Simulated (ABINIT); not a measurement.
**Quasiparticle gap of NaMgF3 (Pm-3m) in ABINIT**

Wanted: ground state, empty states, screening and self-energy for NaMgF3 (Pm-3m).

Main program and level: ABINIT 10.8.3; LDA and many-body steps on it, plane waves.

**1. Starting point**

The structure is cubic, space group Pm-3m (No. 221). The conventional cell has a = 3.951 Å, b = 3.951 Å, c = 3.951 Å, α = 90.00°, β = 90.00°, γ = 90.00°. Na has 12 F at 2.79 Å nearest. Mg has 6 F at 1.98 Å nearest. F has 2 Mg at 1.98 Å and 4 Na at 2.79 Å nearest. Farther neighbours and most contacts between anions are not listed.

Structure file:

```cif
data_structure
_symmetry_space_group_name_H-M 'Pm-3m'
_symmetry_Int_Tables_number 221
_cell_length_a 3.9508
_cell_length_b 3.9508
_cell_length_c 3.9508
_cell_angle_alpha 90.000
_cell_angle_beta 90.000
_cell_angle_gamma 90.000
_cell_volume 61.67
loop_
_atom_site_label
_atom_site_type_symbol
_atom_site_symmetry_multiplicity
_atom_site_Wyckoff_symbol
_atom_site_fract_x
_atom_site_fract_y
_atom_site_fract_z
_atom_site_occupancy
Na1 Na 1 a 0.00000 0.00000 0.00000 1
Mg1 Mg 1 b 0.50000 0.50000 0.50000 1
F1 F 3 c 0.50000 0.50000 0.00000 1
```

The cell and positions are those that the Materials Project relaxed with its own functionals (PBE, PBE+U or r2SCAN), kept fixed.

**2. Ground state**

This step: ABINIT 10.8.3; DFT, LDA, plane waves, norm-conserving pseudopotentials.

The ground-state density comes first.

File run.abi:

```
acell 3*1.0 Angstrom
rprim 
  3.950839000000 0.000000000000 0.000000000000
  0.000000000000 3.950839000000 0.000000000000
  0.000000000000 0.000000000000 3.950839000000
ntypat 3
znucl 11 12 9
natom 5
typat 1 2 3 3 3
xred 
  0.000000000000 0.000000000000 0.000000000000
  0.500000000000 0.500000000000 0.500000000000
  0.500000000000 0.500000000000 0.000000000000
  0.500000000000 0.000000000000 0.500000000000
  0.000000000000 0.500000000000 0.500000000000
pp_dirpath "pseudos"
pseudos "Na.upf, Mg.upf, F.upf"
ecut 38
ngkpt 6 6 6
nshiftk 1
shiftk 0 0 0
kptopt 1
chksymbreak 0
nband 26
occopt 1
tolvrs 1e-10
nstep 60
prtwf 0
optforces 0
optstress 0
indata_prefix "in"
outdata_prefix "out"
tmpdata_prefix "tmp"
```

Command:

```sh
$ OMP_NUM_THREADS=1 mpirun -n 4 abinit run.abi > log
```

Numbers of over 12 decimals in the logs are rounded to 6 here.

Log:

```text
.Version 10.8.3 of ABINIT. v10.8.2 released Aug 2026.

 Symmetries : space group Pm -3 m (#221); Bravais cP (primitive cubic)
================================================================================
 Values of the parameters that define the memory need of the present run
     intxc =       0    ionmov =       0      iscf =       7    lmnmax =       5
     lnmax =       5     mgfft =      45  mpssoang =       3    mqgrid =    3001
     natom =       5  nloc_mem =       1    nspden =       1   nspinor =       1
    nsppol =       1      nsym =      48    n1xccc =    2501    ntypat =       3
    occopt =       1   xclevel =       1
-    mband =          26        mffmem =           1         mkmem =           5
       mpw =        4677          nfft =       91125          nkpt =          20
================================================================================
  Rough estimation (10% accuracy) of disk space for files :
================================================================================

--------------------------------------------------------------------------------
------------- Echo of variables that govern the present computation ------------
--------------------------------------------------------------------------------
 -outvars: echo values of preprocessed input variables --------
            acell      1.8897261259E+00  1.8897261259E+00  1.8897261259E+00 Bohr

      chksymbreak           0
             ecut      3.80000000E+01 Hartree
-          fftalg         312

              ixc       -1012
              kpt      0.00000000E+00  0.00000000E+00  0.00000000E+00
                       1.66666667E-01  0.00000000E+00  0.00000000E+00
                       3.33333333E-01  0.00000000E+00  0.00000000E+00
                       5.00000000E-01  0.00000000E+00  0.00000000E+00
                       1.66666667E-01  1.66666667E-01  0.00000000E+00
                       3.33333333E-01  1.66666667E-01  0.00000000E+00
                       5.00000000E-01  1.66666667E-01  0.00000000E+00
                       3.33333333E-01  3.33333333E-01  0.00000000E+00
                       5.00000000E-01  3.33333333E-01  0.00000000E+00
   [... 9 further rows ...]
                       5.00000000E-01  5.00000000E-01  3.33333333E-01
                       5.00000000E-01  5.00000000E-01  5.00000000E-01
         kptrlatt        6    0    0      0    6    0      0    0    6
          kptrlen      4.47960221E+01
P           mkmem           5
            natom           5
            nband          26
            ngfft          45      45      45
             nkpt          20
            nstep          60
             nsym          48
           ntypat           3
              occ      2.000000  2.000000  2.000000  2.000000  2.000000  2.000000
                       2.000000  2.000000  2.000000  2.000000  2.000000  2.000000
                       2.000000  2.000000  2.000000  2.000000  2.000000  2.000000
                       2.000000  2.000000  0.000000  0.000000  0.000000  0.000000
                       0.000000  0.000000
        optforces           0
        optstress           0
            prtwf           0
            rprim      3.9508390000E+00  0.0000000000E+00  0.0000000000E+00
[...]
spgroup         221

           tolvrs      1.00000000E-10

             xred      0.0000000000E+00  0.0000000000E+00  0.0000000000E+00
[...]
znucl       11.00000   12.00000    9.00000

================================================================================

 chkinp: Checking input parameters for consistency.

================================================================================
== DATASET  1 ==================================================================
-   mpi_nproc: 4, omp_nthreads: 1 (-1 if OMP is not activated)

--- !DatasetInfo
iteration_state: {dtset: 1, }
dimensions: {natom: 5, nkpt: 20, mband: 26, nsppol: 1, nspinor: 1, nspden: 1, mpw: 4677, }
cutoff_energies: {ecut:  38.0, pawecutdg:  -1.0, }
electrons: {nelect:   4.00000000E+01, charge:   0.00000000E+00, occopt:   1.00000000E+00, tsmear:   1.00000000E-02, }

 Real(R)+Recip(G) space primitive vectors, cartesian coordinates (Bohr,Bohr^-1):
 R(1)=  7.4660037  0.0000000  0.0000000  G(1)=  0.1339405  0.0000000  0.0000000
 R(2)=  0.0000000  7.4660037  0.0000000  G(2)=  0.0000000  0.1339405  0.0000000
 R(3)=  0.0000000  0.0000000  7.4660037  G(3)=  0.0000000  0.0000000  0.1339405
 Unit cell volume ucvol=  4.1616409E+02 bohr^3
 Angles (23,13,12)=  9.00000000E+01  9.00000000E+01  9.00000000E+01 degrees

 getcut: wavevector=  0.0000  0.0000  0.0000  ngfft=  45  45  45
         ecut(hartree)=     38.000   => boxcut(ratio)=   2.12377

--- Pseudopotential description ------------------------------------------------
- Na Generated using ONCVPSP code by D. R. Hamann
- 11.00000   9.00000  180309                  znucl, zion, pspdat
12 -1012 1 -1 1968                            pspcod,pspxc,lmax,lloc,mmax
     nproj     2     2     0
  pspatm : epsatm=    9.37365322
         --- l  ekb(1:nproj) -->
[...]
pspatm: atomic psp has been read  and splines computed

- Mg Generated using ONCVPSP code by D. R. Hamann
- 12.00000  10.00000  180309                  znucl, zion, pspdat
12 -1012 1 -1 1510                            pspcod,pspxc,lmax,lloc,mmax
     nproj     2     2     0
  pspatm : epsatm=    9.23542517
         --- l  ekb(1:nproj) -->
[...]
pspatm: atomic psp has been read  and splines computed

- F Generated using ONCVPSP code by D. R. Hamann
-  9.00000   7.00000  201202                  znucl, zion, pspdat
12 -1012 2 -1 824                             pspcod,pspxc,lmax,lloc,mmax
     nproj     2     2     1
  pspatm : epsatm=    4.94580260
         --- l  ekb(1:nproj) -->
[...]
2   -2.364936
 pspatm: atomic psp has been read  and splines computed

   1.33785945E+03                                ecore*ucvol(ha*bohr**3)
--------------------------------------------------------------------------------

_setup2: Arith. and geom. avg. npw (full set) are    4656.079    4656.059

================================================================================

--- !BeginCycle
iteration_state: {dtset: 1, }
solver: {iscf: 7, nstep: 60, nline: 4, wfoptalg: 0, }
tolerances: {tolvrs: 1.00E-10, }

     iter   Etot(hartree)      deltaE(h)  residm     vres2
 ETOT  1  -178.75749606091    -1.788E+02 1.205E-01 4.534E+02
 ETOT  2  -178.82682026037    -6.932E-02 3.355E-03 2.998E+02
 ETOT  3  -178.95495195598    -1.281E-01 4.937E-03 1.685E+01
 ETOT  4  -178.95813791783    -3.186E-03 1.680E-03 3.370E-01
 ETOT  5  -178.95818210215    -4.418E-05 5.194E-04 9.594E-02
 ETOT  6  -178.95819711814    -1.502E-05 2.495E-04 1.387E-03
 ETOT  7  -178.95819735447    -2.363E-07 7.278E-05 1.098E-04
 ETOT  8  -178.95819737489    -2.042E-08 7.889E-05 4.346E-06
 ETOT  9  -178.95819737552    -6.256E-10 5.026E-05 2.638E-07
 ETOT 10  -178.95819737557    -4.900E-11 5.629E-05 5.967E-10
 ETOT 11  -178.95819737557    -8.527E-12 3.619E-05 1.108E-11

 At SCF step   11       vres2   =  1.11E-11 < tolvrs=  1.00E-10 =>converged.

--- !ResultsGS
iteration_state: {dtset: 1, }
comment   : Summary of ground state results
lattice_vectors:
- [  7.4660037,   0.0000000,   0.0000000, ]
- [  0.0000000,   7.4660037,   0.0000000, ]
- [  0.0000000,   0.0000000,   7.4660037, ]
lattice_lengths: [   7.46600,    7.46600,    7.46600, ]
lattice_angles: [ 90.000,  90.000,  90.000, ] # degrees, (23, 13, 12)
lattice_volume:   4.1616409E+02
convergence: {deltae: -8.527E-12, res2:  1.108E-11, residm:  3.619E-05, diffor:  0.000E+00, }
etotal    :  -1.78958197E+02
entropy   :   0.00000000E+00
fermie    :  -4.11580900E-02
cartesian_stress_tensor: null
pressure_GPa: null
xred      :
- [  0.0000E+00,   0.0000E+00,   0.0000E+00, Na]
- [  5.0000E-01,   5.0000E-01,   5.0000E-01, Mg]
- [  5.0000E-01,   5.0000E-01,   0.0000E+00,  F]
- [  5.0000E-01,   0.0000E+00,   5.0000E-01,  F]
- [  0.0000E+00,   5.0000E-01,   5.0000E-01,  F]
cartesian_forces: null
force_length_stats: {min: null, max: null, mean: null, }

 Integrated electronic density in atomic spheres:
 ------------------------------------------------
 Atom  Sphere_radius  Integrated_density
[...]
================================================================================

 ----iterations are completed or convergence reached----

 Mean square residual over all n,k,spin=   11.681E-08; max=  36.187E-06
 reduced coordinates (array xred) for    5 atoms
       0.000000000000      0.000000000000      0.000000000000
       0.500000000000      0.500000000000      0.500000000000
       0.500000000000      0.500000000000      0.000000000000
       0.500000000000      0.000000000000      0.500000000000
       0.000000000000      0.500000000000      0.500000000000
 rms dE/dt=  0.0000E+00; max dE/dt=  0.0000E+00; dE/dt below (all hartree)
    1       0.000000000000      0.000000000000      0.000000000000
    2       0.000000000000      0.000000000000      0.000000000000
    3       0.000000000000      0.000000000000      0.000000000000
    4       0.000000000000      0.000000000000      0.000000000000
    5       0.000000000000      0.000000000000      0.000000000000

 cartesian coordinates (angstrom) at end:
    1      0.000000     0.000000     0.000000
    2      1.975420     1.975420     1.975420
    3      1.975420     1.975420     0.000000
    4      1.975420     0.000000     1.975420
    5      0.000000     1.975420     1.975420
 length scales=  1.889726125908  1.889726125908  1.889726125908 bohr
              =  1.000000000000  1.000000000000  1.000000000000 angstroms
 prteigrs : about to open file out_EIG
 Fermi (or HOMO) energy (hartree) =  -0.04116   Average Vxc (hartree)=  -0.36670
 Eigenvalues (hartree) for nkpt=  20  k points:
 kpt#   1, nband= 26, wtk=  0.00463, kpt=  0.0000  0.0000  0.0000 (reduced coord)
  -2.60645   -1.78935   -1.41006   -1.41006   -1.41006   -0.77811   -0.77811   -0.77811
  -0.76984   -0.74049   -0.74049   -0.13970   -0.13970   -0.13970   -0.06484   -0.06484
  -0.06484   -0.05793   -0.05793   -0.05793    0.16649    0.43276    0.44281    0.44281
   0.50981    0.50981
 prteigrs : prtvol=0 or 1, do not print more k-points.

--- !EnergyTerms
iteration_state     : {dtset: 1, }
comment             : Components of total free energy in Hartree
kinetic             :  1.10207775989165E+02
hartree             :  5.99384425451809E+01
xc                  : -3.07030106433698E+01
Ewald energy        : -1.00905929746381E+02
psp_core            :  3.21474027495280E+00
local_psp           : -1.79452070091710E+02
non_local_psp       : -4.12581457034120E+01
total_energy        : -1.78958197375574E+02
total_energy_eV     : -4.86970063067124E+03
band_energy         : -2.80969508185149E+01

== END DATASET(S) ==============================================================
================================================================================

 -outvars: echo values of variables after computation  --------
           etotal     -1.7895819738E+02
            nband          26
             nkpt          20
          spgroup         221
 [... the other variables as echoed above ...]

 Calculation completed.
```

Run time: 27 s. Hardware: 4 MPI ranks of Arm Neoverse V1, shared host; peak memory 0.34 GiB; 1.8 min of CPU time.

Numbers from this step:

* total energy: -4869.7006 eV
* gap: 5.650 eV
* k of the valence top: 0.5, 0.5, 0.5
* k of the conduction bottom: 0, 0, 0
* least direct gap: 6.107 eV

The gap is indirect, with the least direct gap 0.46 eV higher.

(Continued in part 2 of 3.)

[Paths, hosts, dates, memory and timing lines, banners, echoed tables and standing remarks are left out of the program output.]

[Logs are printed without paths, hosts, clocks, repeated set-up lines and the standing remarks that a program may print on its own settings, such as how far it seeks lower states.]

[Runs of the session that timed out or met a known fault of the program may be left out.]

[Hosts, paths, dates, database ids (printed as entryN), source tags and the programs' standing remarks are cut or masked in the printed files.]

[G0W0 gaps are taken among the corrected bands and points alone; a level outside them can change the order at an edge.]

[Where Ansatz stands beside ABINIT at settings called matched, ABINIT's density can come from a denser mesh and the files from another edition; pairs whose starting gaps differed by over 0.03 eV were left out, so agreement reads better than it is.]
